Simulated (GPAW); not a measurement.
# Work function of a 8-layer slab of W(100) at several levels, part 2 of 2

Aim: the work function of both faces of a 8-layer slab of W(100), and its spread over functionals and bases.

GPAW 26.7.0; GPAW, PAW setups; slab in vacuum, relaxation (the session's first sound run).

So far, upper work function (eV): step 2 (relaxing the atoms, PBE, GPAW) 4.12; step 4 (self-consistent run: xc = "revPBE") 3.98; step 5 (self-consistent run: xc = "LDA") 4.41; step 6 (OptPBE vdW: xc = "optPBE-vdW", GPAW, PAW setups, GPAW) 4.33; step 7 (self-consistent run: xc = "vdW-DF2", GPAW, PAW setups, GPAW) 4.50.

## 8. Self-consistent run: xc = "RPBE"

The same geometry under RPBE, to see how far the functional moves the levels against the vacuum.

The input, run.py:

```python
import json
import numpy as np
from ase import Atoms
from gpaw import GPAW, PW

slab = Atoms(
    ['W', 'W', 'W', 'W', 'W', 'W', 'W', 'W'],
    positions=[
        [1.58000, 1.58000, 9.00000],
        [0.00000, 0.00000, 10.58000],
        [1.58000, 1.58000, 12.16000],
        [0.00000, 0.00000, 13.74000],
        [1.58000, 1.58000, 15.34151],
        [-0.00000, -0.00000, 16.92056],
        [1.58000, 1.58000, 18.55746],
        [-0.00000, -0.00000, 19.98260]],
    cell=[[3.16, 0.0, 0.0], [0.0, 3.16, 0.0], [0.0, 0.0, 29.06]],
    pbc=[True, True, False])

slab.calc = GPAW(mode=PW(400), xc='RPBE', kpts={'size': (10, 10, 1), 'gamma': True},
                 occupations={'name': 'fermi-dirac', 'width': 0.1}, nbands='160%',
                 convergence={'density': 1e-05}, maxiter=200,
                 poissonsolver={'dipolelayer': 'xy'},
                 symmetry={'tolerance': 1e-3}, txt='slab.txt')
result = {}
energy = slab.get_potential_energy()
fermi = slab.calc.get_fermi_level()
v = slab.calc.get_electrostatic_potential().mean((0, 1)) - fermi
n = slab.calc.get_pseudo_density().mean((0, 1))
L = slab.cell[2, 2]
z = np.arange(len(v)) * L / len(v)
low, high = slab.positions[:, 2].min(), slab.positions[:, 2].max()
below, above = np.interp([low - 6.8, high + 6.8], z, v)
slopes = [np.interp(x, z, np.gradient(v, z)) for x in (low - 6.8, high + 6.8)]
eps = np.array([[slab.calc.get_eigenvalues(k, s) for k in range(len(slab.calc.get_ibz_k_points()))]
                for s in range(slab.calc.get_number_of_spins())]) - fermi
top, bottom = eps[eps < 0].max(), eps[eps > 0].min()
dipole = slab.get_dipole_moment()[2]
print(f'energy {energy:.4f} eV, Fermi level {fermi:.4f} eV, dipole {dipole:.5f} e A')
print(f'potential 6.8 A off the faces, from the Fermi level: lower {below:.4f} eV, upper {above:.4f} eV')
print(f'slope of the potential there: lower {slopes[0]:.5f}, upper {slopes[1]:.5f} eV/A')
print(f'nearest levels on the mesh: {top:.4f} and {bottom:.4f} eV')
print('magnetic moment', round(slab.get_magnetic_moment(), 3))
result.update(energy=energy, fermi=fermi, dipole=dipole, below=below, above=above, slopes=slopes, edges=[top, bottom],
              z=z.tolist(), v=v.tolist(), n=n.tolist(), positions=slab.positions.tolist(),
              forces=slab.get_forces(apply_constraint=False).tolist(), moments=slab.get_magnetic_moments().tolist())
json.dump(result, open('result.json', 'w'))
```

Launch:

```bash
> OMP_NUM_THREADS=1 OPENBLAS_NUM_THREADS=1 python run.py
```

What it wrote:

```text
energy -83.2387 eV, Fermi level 4.1890 eV, dipole 0.00520 e A
potential 6.8 A off the faces, from the Fermi level: lower 4.0545 eV, upper 3.9648 eV
slope of the potential there: lower -0.00007, upper 0.00009 eV/A
nearest levels on the mesh: -0.0071 and 0.0186 eV
magnetic moment 0.0
```

Elapsed: 4.8 min, on 1 thread of Intel Xeon 6975P-C (Granite Rapids), shared host; peak memory 0.39 GiB.

This step gave:

* dipole along the normal: 0.005195 e·Å
* levels nearest the Fermi level on the mesh: -0.007138, 0.01855 eV from the Fermi level
* upper work function: 3.965 eV
* lower work function: 4.055 eV

The electrostatic potential energy of an electron (without an applied field's), less the Fermi level, planar mean oscillates, so the rows of the table below give means over windows of 1.61 Å about each position, cut where the curve ends. Its maxima inside the range that stand out by 2 % of the span (Å: eV): 9.8: -8.61, 11.4: -9.22, 12.9: -9.13, 14.5: -8.73, 16.1: -9.06, 17.8: -8.28, 19.3: -11.5. Its minima: 9.0: -20.0, 10.5: -20.7, 12.2: -20.7, 13.8: -20.6, 15.4: -20.6, 16.9: -20.6, 18.6: -20.7, 19.9: -20.3.

Table of electrostatic potential energy of an electron (without an applied field's), less the Fermi level, planar mean by z; means over each step:

```csv
z (Å),"electrostatic potential energy of an electron (without an applied field's), less the Fermi level, planar mean (eV)"
0.81,4.05
2.42,4.05
4.02,4.05
5.63,4.01
7.24,2.61
8.85,-12.6
10.46,-14.5
12.07,-14.6
13.68,-14.5
15.29,-14.5
16.90,-14.4
18.51,-14.9
20.12,-13.0
21.73,2.55
23.34,3.92
24.95,3.96
26.56,3.96
28.17,3.97
```

The upper face's work function is 3.965 eV, against 4.119 eV in the first plane-wave PBE run at this geometry.

## 9. Real-space grid: mode = "fd"

A real-space grid is a second complete basis, so it checks the plane-wave result.

run.py: that of step 8 with these lines changed.

```diff
@@ -3,3 +3,3 @@
 from ase import Atoms
-from gpaw import GPAW, PW
+from gpaw import GPAW
 
@@ -19,3 +19,3 @@
 
-slab.calc = GPAW(mode=PW(400), xc='RPBE', kpts={'size': (10, 10, 1), 'gamma': True},
+slab.calc = GPAW(mode='fd', h=0.18, xc='PBE', kpts={'size': (10, 10, 1), 'gamma': True},
                  occupations={'name': 'fermi-dirac', 'width': 0.1}, nbands='160%',
```

What it wrote:

```text
energy -87.5399 eV, Fermi level -4.1614 eV, dipole 0.00468 e A
potential 6.8 A off the faces, from the Fermi level: lower 4.2038 eV, upper 4.1190 eV
slope of the potential there: lower -0.00002, upper 0.00002 eV/A
nearest levels on the mesh: -0.0073 and 0.0164 eV
magnetic moment 0.0
```

The job ended after 27 min (1 thread; peak memory 1.9 GiB).

This step gave:

| Property | Result |
| --- | --- |
| dipole along the normal | 0.004680 e·Å |
| levels nearest the Fermi level on the mesh | -0.007270, 0.01635 eV from the Fermi level |
| upper work function | 4.119 eV |
| lower work function | 4.204 eV |

The upper face's work function is 4.119 eV, against 4.119 eV in the first plane-wave PBE run at this geometry.

## 10. Atomic orbitals: mode = "lcao"

Atom-centred orbitals end a few angstrom from the surface, which tests how much the density's tail matters.

run.py: that of step 9 with these lines changed.

```diff
@@ -19,4 +19,4 @@
 
-slab.calc = GPAW(mode='fd', h=0.18, xc='PBE', kpts={'size': (10, 10, 1), 'gamma': True},
-                 occupations={'name': 'fermi-dirac', 'width': 0.1}, nbands='160%',
+slab.calc = GPAW(mode='lcao', basis='dzp', h=0.18, xc='PBE', kpts={'size': (10, 10, 1), 'gamma': True},
+                 occupations={'name': 'fermi-dirac', 'width': 0.1}, nbands='120%',
                  convergence={'density': 1e-05}, maxiter=200,
```

What it wrote:

```text
energy -85.0453 eV, Fermi level -4.1389 eV, dipole 0.00502 e A
potential 6.8 A off the faces, from the Fermi level: lower 4.1843 eV, upper 4.0934 eV
slope of the potential there: lower -0.00000, upper -0.00000 eV/A
nearest levels on the mesh: -0.0338 and 0.0004 eV
magnetic moment 0.0
```

Elapsed: 37 min, on 1 thread; peak memory 0.6 GiB.

This step gave:

* dipole along the normal: 0.005019 e·Å
* levels nearest the Fermi level on the mesh: -0.03377, 3.65e-4 eV from the Fermi level
* upper work function: 4.093 eV
* lower work function: 4.184 eV

The upper face's work function is 4.093 eV, against 4.119 eV in the first plane-wave PBE run at this geometry.

## 11. All levels side by side

Times are for 1 thread of Intel Xeon 6975P-C (Granite Rapids), shared host. The series side by side:

```
no.         run  upper work function (eV)  lower work function (eV)     time  memory (GiB)
  1          pw                     4.119                     4.204  4.5 min          0.38
  2      revPBE                     3.985                     4.074  4.6 min          0.39
  3         LDA                     4.412                     4.488  4.4 min          0.39
  4  optPBE vdW                     4.334                     4.404  4.8 min          0.54
  5     vdW DF2                     4.504                     4.564  7.2 min          0.54
  6        RPBE                     3.965                     4.055  4.8 min          0.39
  7          fd                     4.119                     4.204   27 min           1.9
  8        lcao                     4.093                     4.184   37 min           0.6
```

## 12. Side by side

Results and costs are gathered.

This step: comparison of work functions, dipole and cost (GPAW 26.7.0).

Ladder, by row:

```csv
step,code,"work function, upper (eV)","work function, lower (eV)",dipole (e Å),wall time (s),peak memory (GiB),threads
pw,GPAW,4.119,4.204,0.00491,268.8,0.38,1
revPBE,GPAW,3.985,4.074,0.005187,278.3,0.39,1
LDA,GPAW,4.412,4.488,0.004476,264.1,0.39,1
optPBE-vdW,GPAW,4.334,4.404,0.004116,287.7,0.54,1
vdW-DF2,GPAW,4.504,4.564,0.003566,434.1,0.54,1
RPBE,GPAW,3.965,4.055,0.005195,285.1,0.39,1
fd,GPAW,4.119,4.204,0.00468,1614,1.87,1
lcao,GPAW,4.093,4.184,0.005019,2248,0.6,1
```

## 13. A changed run

One more run, with changed settings.

This step: GPAW, PAW setups; slab in vacuum (GPAW 26.7.0).

run.py: that of step 10 with these lines changed.

```diff
@@ -3,3 +3,3 @@
 from ase import Atoms
-from gpaw import GPAW
+from gpaw import GPAW, PW
 
@@ -19,5 +19,5 @@
 
-slab.calc = GPAW(mode='lcao', basis='dzp', h=0.18, xc='PBE', kpts={'size': (10, 10, 1), 'gamma': True},
-                 occupations={'name': 'fermi-dirac', 'width': 0.1}, nbands='120%',
-                 convergence={'density': 1e-05}, maxiter=200,
+slab.calc = GPAW(mode=PW(400), xc='PBE', kpts={'size': (10, 10, 1), 'gamma': True},
+                 occupations={'name': 'fermi-dirac', 'width': 0.1}, nbands='160%',
+                 convergence={'density': 1e-05}, maxiter=3,
                  poissonsolver={'dipolelayer': 'xy'},
```

What it wrote:

```text
gpaw.KohnShamConvergenceError
```

It took 31 s on 1 thread; peak memory 0.38 GiB.

The run stopped without converging, so none of its numbers is a property of the system.

The fault put into the input: too few SCF iterations (maxiter = 3).

## 14. Results

```
work function, upper and lower face : 4.119 and 4.204 eV
dipole along the normal             : 0.00491 e Å
```

In words: With plane waves and PBE the work function is 4.12 eV on the upper face and 4.20 eV on the lower. The two faces differ by 0.085 eV, the step that the slab's dipole makes (e p/(ε0 A) gives 0.089 eV), so the dipole layer is needed. The lowest atoms were held at bulk positions, which alone makes the faces unlike. The measured value for this face is 4.65 eV (as compiled in "Anisotropic work function of elemental crystals", 2019, arxiv:1902.07811); the relaxed upper face lies 0.53 eV under it with PBE, and vdW-DF2 comes nearest (4.50 eV). Measured work functions scatter by a tenth of an eV or more between methods. The clean face reconstructs (W and Mo (100) only when cold), while this slab is an unreconstructed 1×1 cell, so the two are not the same surface. Over the sound runs of the table the upper face's work function spans 3.965 (RPBE) to 4.504 eV (vdW-DF2). The in-plane lattice was kept as typed, which isn't the functional's own and leaves some strain; spin-orbit coupling and temperature are left out.

[Logs are printed without paths, hosts, clocks, repeated set-up lines and the standing remarks that a program may print on its own settings, such as how far it seeks lower states.]

[Hosts, paths, dates, database ids (printed as entryN), source tags and the programs' standing remarks are cut or masked in the printed files.]
